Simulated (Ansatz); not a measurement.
**Structural relaxation of glassy Ca3Al2Si3O12 (160 atoms)**

How does glassy Ca3Al2Si3O12 (160 atoms) relax, and what do bonds, charges and levels look like afterwards?

Method: Kohn-Sham DFT, PBE, PAW (set soft_2), plane waves, in Ansatz 0.2.0.

Measured values to set the calculation against. X-ray diffraction RDF of grossular glass by Okuno and Marumo (1993), peak assigned to Ca-O (as quoted in “Computer modeling of natural silicate melts: what can we learn from ab   initio simulations”, 2009, arxiv:0907.2530): nearest Ca–O distance 2.4 Å.

**1. Starting point**

The cell holds 160 atoms: 16 Al, 24 Ca, 96 O and 24 Si. Its edges and angles: a = 12.814 Å, b = 12.814 Å, c = 12.814 Å, α = 90.0°, β = 90.0°, γ = 90.0°. 160 atoms (16 Al, 24 Ca, 96 O, 24 Si) placed at random at 2.84 g/cm³, melted at 4500 K for 20 ps at fixed volume with the Morse and Coulomb pair potential with partial charges (Pedone, Malavasi, Menziani, Cormack and Segre, J. Phys. Chem. B 110, 11780 (2006)). Quenched from 4500 K to 300 K at 20 K/ps and fixed volume, held 5 ps.

Before any run, some limits are plain. The quench rate of 20 K/ps is many orders above laboratory rates, so the cell is likely richer in defects and strain than a real sample. The starting topology of bonds comes from the classical model. Sampling is at Γ alone, for a cell whose shortest periodic width is 13 Å.

**2. Single point at the start**

The forces at the start show how far the geometry lies from a minimum of this functional.

Contents of input.yaml:

```yaml
crystal:
  lattice:
    - [12.8139, 0.0, 0.0]
    - [0.0, 12.8139, 0.0]
    - [0.0, 0.0, 12.8139]
  atoms:
    - { symbol: Al, position: [0.41438, 0.00022, 0.19347] }
    - { symbol: Al, position: [0.02224, 0.67724, 0.51031] }
    - { symbol: Al, position: [0.34917, 0.57489, 0.17254] }
    - { symbol: Al, position: [0.71186, 0.46326, 0.35312] }
    - { symbol: Al, position: [0.5235, 0.43529, 0.5153] }
    - { symbol: Al, position: [0.98157, 0.89109, 0.74414] }
    - { symbol: Al, position: [0.4806, 0.21302, 0.4533] }
    - { symbol: Al, position: [0.80705, 0.34761, 0.12215] }
    - { symbol: Al, position: [0.08985, 0.94842, 0.9058] }
    - { symbol: Al, position: [0.90609, 0.76462, 0.91339] }
    - { symbol: Al, position: [0.82964, 0.93529, 0.5146] }
    - { symbol: Al, position: [0.02938, 0.51103, 0.85705] }
    - { symbol: Al, position: [0.86832, 0.64909, 0.7001] }
    - { symbol: Al, position: [0.29699, 0.03962, 0.46725] }
    - { symbol: Al, position: [0.52618, 0.64993, 0.41082] }
    - { symbol: Al, position: [0.1728, 0.31109, 0.83147] }
    - { symbol: Ca, position: [0.25889, 0.78397, 0.33545] }
    - { symbol: Ca, position: [0.52298, 0.90219, 0.98253] }
    - { symbol: Ca, position: [0.82304, 0.21431, 0.47332] }
    - { symbol: Ca, position: [0.12361, 0.52293, 0.64376] }
    - { symbol: Ca, position: [0.32662, 0.28671, 0.2814] }
    - { symbol: Ca, position: [0.52518, 0.67168, 0.93974] }
    - { symbol: Ca, position: [0.7197, 0.81269, 0.19445] }
    - { symbol: Ca, position: [0.64851, 0.49389, 0.84991] }
    - { symbol: Ca, position: [0.53678, 0.43554, 0.22275] }
    - { symbol: Ca, position: [0.24646, 0.02632, 0.06027] }
    - { symbol: Ca, position: [0.01615, 0.42571, 0.08048] }
    - { symbol: Ca, position: [0.74601, 0.70432, 0.45254] }
    - { symbol: Ca, position: [0.22766, 0.25683, 0.52593] }
    - { symbol: Ca, position: [0.40045, 0.42041, 0.71311] }
    - { symbol: Ca, position: [0.02664, 0.2369, 0.26407] }
    - { symbol: Ca, position: [0.73816, 0.89261, 0.72033] }
    [... 122 atom lines left out ...]
    - { symbol: Si, position: [0.81081, 0.97105, 0.05035] }
    - { symbol: Si, position: [0.40081, 0.83092, 0.54055] }
    - { symbol: Si, position: [0.58583, 0.16303, 0.24858] }
    - { symbol: Si, position: [0.59463, 0.27585, 0.02899] }
    - { symbol: Si, position: [0.88485, 0.33008, 0.82467] }
    - { symbol: Si, position: [0.88297, 0.08394, 0.84518] }
kpoints:
  mp_grid: { grid: [1, 1, 1] }
hamiltonian:
  xc: pbe
scf:
  occupations: { method: fermi_dirac, width: 0.025 }
output:
  forces: true
  stress: true
  populations: true
  dos:
    method: { smearing: { sigma: 0.08 } }
    de: 0.1
    projected: { site_lists: { Al: [Al], Ca: [Ca], O: [O], Si: [Si] } }
  eigenvalues: true
```

Started as:

```
$ ansatz run input.yaml --threads 4 --pin off --max-ram 8192MiB --backend cpu --events-out ev --progress --plain --runs-dir out
```

Numbers of over 12 decimals in the logs are rounded to 6 here.

Output:

```text
Engine: ansatz 0.2.0, x86_64-unknown-linux-gnu
Pseudopotentials: kind: paw
Pseudopotential: Al, paw, valence charge 3, recommended cutoff 420 eV (normal), Al.paw.azcp
Pseudopotential: Ca, paw, valence charge 10, recommended cutoff 420 eV (normal), Ca.paw.azcp
Pseudopotential: O, paw, valence charge 6, recommended cutoff 420 eV (normal), O.paw.azcp
Pseudopotential: Si, paw, valence charge 4, recommended cutoff 420 eV (normal), Si.paw.azcp
Functional definition: PBE
  parameter kappa = 0.804
  parameter beta = 0.066725
  exchange = pbe_x(kappa = kappa, mu = beta*pi^2/3)
  correlation = pbe_c(beta = beta)
Crystal: 160 atoms, lattice volume = 2103.992 Å³
Basis set: ecut = 420 eV, 41155 PW (Γ), exchange–correlation on 180×180×180 points (8 copies of the dense FFT grid, shifted against one another)
Bands: 640, of which v1, the nominal top of the filled ones, is band 480 counted from 1 (479 counted from 0)
Symmetry: 1 space group operations
Space group: P1 (ITA 1), of the structure as read, at distance tolerance 1.3e-4 Å
k-points: 1
Non-local potential: Al, projectors of the file, l = 0: 2, l = 1: 2, l = 2: 1
Non-local potential: Ca, projectors of the file, l = 0: 3, l = 1: 2, l = 2: 2
Non-local potential: O, projectors of the file, l = 0: 2, l = 1: 2, l = 2: 1
Non-local potential: Si, projectors of the file, l = 0: 2, l = 1: 2, l = 2: 2
PAW form: soft (Blöchl's): semilocal exchange-correlation on the pseudo side does not see the compensation charge
PAW one-centre angular grid: Al, 110 points (default); XC on 64 Gauss nodes
PAW one-centre angular grid: Ca, 110 points (default); XC on 64 Gauss nodes
PAW one-centre angular grid: O, 110 points (default); XC on 64 Gauss nodes
PAW one-centre angular grid: Si, 110 points (default); XC on 64 Gauss nodes
Initial density: superposition of atomic densities (neutral atoms: chi_scale 0, normalization atom), corrected by the library's trained network
Initial wavefunctions: pseudopotential atomic-orbital guess
Functional: x = pbe(κ = 0.804, μ = 0.219515), c = pbe(β = 0.066725)
SCF iter   1: F=—  HF=-122147.893527 eV  |F-HF|=—  |Δ(HF+E_count)|=         —  Δρ=2.16e-3  dr2=1.23e-1  ethr=1.77e-3  ⟨swp⟩=7.0  Hψ=2992  notcnv=0  defer=123
preconditioner: auto → Resta (q_TF=auto, 2.394 Å⁻¹)  ε∞=3.5  [insulator: Δε(μ)=3.190 eV  Ē_g=15.555 eV  σ=0.025 eV  W_gap=1.00  n_scr=460 (ndim 8)  ℏωp=24.4 eV  f_vac=0.078  D(μ)=0.00/eV (n_scr^D=0)  ε∞_Penn≈3.5]
SCF iter   2: F=—  HF=-122147.889191 eV  |F-HF|=—  |Δ(HF+E_count)|=   4.34e-3  Δρ=1.16e-3  dr2=2.89e-2  ethr=1.29e-5  ⟨swp⟩=2.0  Hψ=1189  notcnv=0  defer=156
SCF iter   3: F=—  HF=-122147.893221 eV  |F-HF|=—  |Δ(HF+E_count)|=   4.03e-3  Δρ=5.02e-4  dr2=8.18e-3  ethr=3.02e-6  ⟨swp⟩=2.0  Hψ=788  notcnv=0  defer=156
SCF iter   4: F=—  HF=-122147.894558 eV  |F-HF|=—  |Δ(HF+E_count)|=   1.34e-3  Δρ=1.56e-4  dr2=6.29e-4  ethr=8.52e-7  ⟨swp⟩=2.0  Hψ=781  notcnv=0  defer=156
SCF iter   5: F=—  HF=-122147.894706 eV  |F-HF|=—  |Δ(HF+E_count)|=   1.48e-4  Δρ=9.79e-5  dr2=1.91e-4  ethr=6.55e-8  ⟨swp⟩=2.0  Hψ=804  notcnv=0  defer=156
SCF iter   6: F=—  HF=-122147.894745 eV  |F-HF|=—  |Δ(HF+E_count)|=   3.88e-5  Δρ=3.81e-5  dr2=3.00e-5  ethr=1.99e-8  ⟨swp⟩=2.0  Hψ=804  notcnv=0  defer=156
SCF iter   7: F=—  HF=-122147.895909 eV  |F-HF|=—  |Δ(HF+E_count)|=   1.16e-3  Δρ=1.42e-5  dr2=4.36e-6  ethr=3.12e-9  ⟨swp⟩=2.0  Hψ=1118  notcnv=0  defer=156
SCF iter   8: F=—  HF=-122147.895912 eV  |F-HF|=—  |Δ(HF+E_count)|=   2.76e-6  Δρ=7.67e-6  dr2=1.27e-6  ethr=4.54e-10  ⟨swp⟩=2.0  Hψ=812  notcnv=0  defer=156
SCF iter   9: F=—  HF=-122147.895913 eV  |F-HF|=—  |Δ(HF+E_count)|=   8.28e-7  Δρ=2.24e-6  dr2=1.34e-7  ethr=1.33e-10  ⟨swp⟩=2.0  Hψ=937  notcnv=0  defer=156
SCF iter  10: F=-122147.895913 eV  HF=-122147.895913 eV  |F-HF|=7.16e-9  |Δ(HF+E_count)|=   1.31e-7  Δρ=1.42e-6  dr2=4.02e-8  ethr=1.04e-11  ⟨swp⟩=15.0  Hψ=3889  notcnv=0
SCF 1 converged in 10 iterations: F = -122147.895913 eV  dr2 = 4.02e-8
  greatest PAW one-centre occupation: 0.995 electrons in one spin orbital (limit 2), on the Ca atom at site 30 (counted from 0), in its partial waves of l = 0
SCF converged after 10 iterations
Free energy (F): -122147.895913 eV
Harris-Foulkes:  -122147.895913 eV  (|F-HF|=7.16e-9)
Internal energy: -122147.895913 eV  (E = F + TS)
E sigma→0 (E₀):  -122147.895913 eV
Fermi energy:    6.981447 eV
--- Per-component energies (eV) ---
  E_band       = -4997.144979
  E_kinetic    = 25305.151767
  E_local      = -61046.841549  (includes V_loc(G=0)·N_el)
  E_nonlocal   = 6887.463900
  E_hartree    = 21967.733891
  E_xc         = -12465.410487
  E_vxc        = -14899.711614  (∫ρ·V_xc dr)
  E_paw        = -55634.741555  (= ΣΔE_a)
  E_vpaw       = -5178.916079  (= ΣTr[D̂ρ^β])
  E_aug_tail   = 0.242649  (compensation charges beyond the density's cutoff)
  E_ewald      = -47161.494528
  E_smearing   = -0.000000  (= −TS)
  E_closure    = 0.000000  (closes the sum)
  Σ components = -122147.895913   (vs F -122147.895913, Δ=0.00e0)
--- Forces (eV/Å), atoms counted from 1 ---
  atom   1  Al    -0.05315382     0.07909771     0.32794818
  atom   2  Al    -1.17253921    -0.21318059     1.86244755
  atom   3  Al    -2.10842234    -1.82959145    -0.71985319
  atom   4  Al    -0.19067485     0.56040381    -1.60900946
  atom   5  Al     2.04136658     1.02100952    -0.79776916
  atom   6  Al    -0.05539527    -2.62324601    -1.65082065
  atom   7  Al     0.81230555     0.09958981    -0.47837236
  atom   8  Al    -3.00150271     0.84696538     1.25798533
  atom   9  Al     1.08581263    -1.57058377     1.51025599
  atom  10  Al     0.22080995     2.14773445    -0.29571512
  atom  11  Al    -1.57031392    -1.86096968     0.74650464
  atom  12  Al     0.79337969    -0.21694013    -0.33424478
  atom  13  Al     1.13933793    -0.29186760    -1.23086182
  atom  14  Al     0.94823174    -1.48503927    -0.45885731
[...]
atom 159  Si    -1.83968634    -0.64241779    -1.19987860
  atom 160  Si    -2.86639850     1.54199983     1.37500140
  max |Σ_I F_I| component: 2.77e-5 eV/Å
--- Stress (GPa, compression-positive) ---
        5.599537       1.082121      -0.492596
        1.082118       4.792083      -0.372412
       -0.492597      -0.372415       4.093363
  P = ⅓ Tr σ = 4.8283 GPa (48.283 kbar)
--- Band table (eV) ---
  k-point 0: bands = ["-34.8827", "-34.7384", "-34.5140", "-34.4755", [... 624 levels ...], "13.4578", "13.5024", "13.5533", "13.5721", "13.5941", "13.6303", "13.6660", "13.6770", "13.7001", "13.7406", "13.7802", "13.8053"]
--- Löwdin populations: 160 sites ---
  site symbol       q [e]
     0     Al      1.7861
     1     Al      1.7245
     2     Al      1.7527
[...]
159     Si      2.3172
  spilling = 0.013441 (of n_electrons = 960.000000)
```

It took 54 s on 4 threads of Intel Xeon Platinum 8488C (Sapphire Rapids), shared host; peak memory 3.6 GiB; 3.2 min of CPU time.

The column dr2 measures how far the density is from self-consistency, as an energy; F and HF (Harris–Foulkes) agree once it is small.

The run gave:

| Item | Value |
| --- | --- |
| free energy | -122147.8959 eV |
| free energy per atom | -763.4243 eV/atom |
| SCF cycles | 10 |
| pressure | 4.828 GPa |
| r.m.s. force component | 1.302 eV/Å |
| longest force | 5.852 eV/Å |
| Fermi energy | 6.981 eV |
| gap (highest filled to lowest empty level) | 3.059 eV |
| spilling of the projection | 0.01344 |

The r.m.s. force component of 1.3 eV/Å and the pressure of 4.8 GPa set the starting point.

Neighbours are counted within 3.08 Å (O-Ca), 2.12 Å (O-Si), 2.23 Å (O-Al).

Length of the force by element and coordination:

```
element  coordination  atoms  mean length of the force (eV/Å)  spread  least  most
     Al           all     16                             1.94   0.830  0.342  3.36
     Al             4     14                             1.94   0.865  0.342  3.36
     Al             5      2                             1.91   0.527   1.38  2.43
     Ca           all     24                            0.868   0.426  0.293  2.26
     Ca             5      5                             1.16   0.250  0.849  1.58
     Ca             6      9                            0.597   0.217  0.347  1.10
     Ca             7      6                            0.935   0.187  0.674  1.22
     Ca             8      4                             1.02   0.745  0.293  2.26
      O           all     96                             2.01    1.13  0.282  5.85
      O             2     11                             1.62   0.745  0.713  2.80
      O             3     50                             2.29    1.19  0.448  5.85
      O             4     32                             1.79    1.04  0.282  4.66
      O             5      3                             1.04   0.478  0.398  1.55
     Si           all     24                             2.84   0.850   1.44  4.82
```

[end of part 1 of 3]

[Logs are printed without paths, hosts, clocks, repeated set-up lines and the standing remarks that a program may print on its own settings, such as how far it seeks lower states.]

[Hosts, paths, dates, database ids (printed as entryN), source tags and the programs' standing remarks are cut or masked in the printed files.]
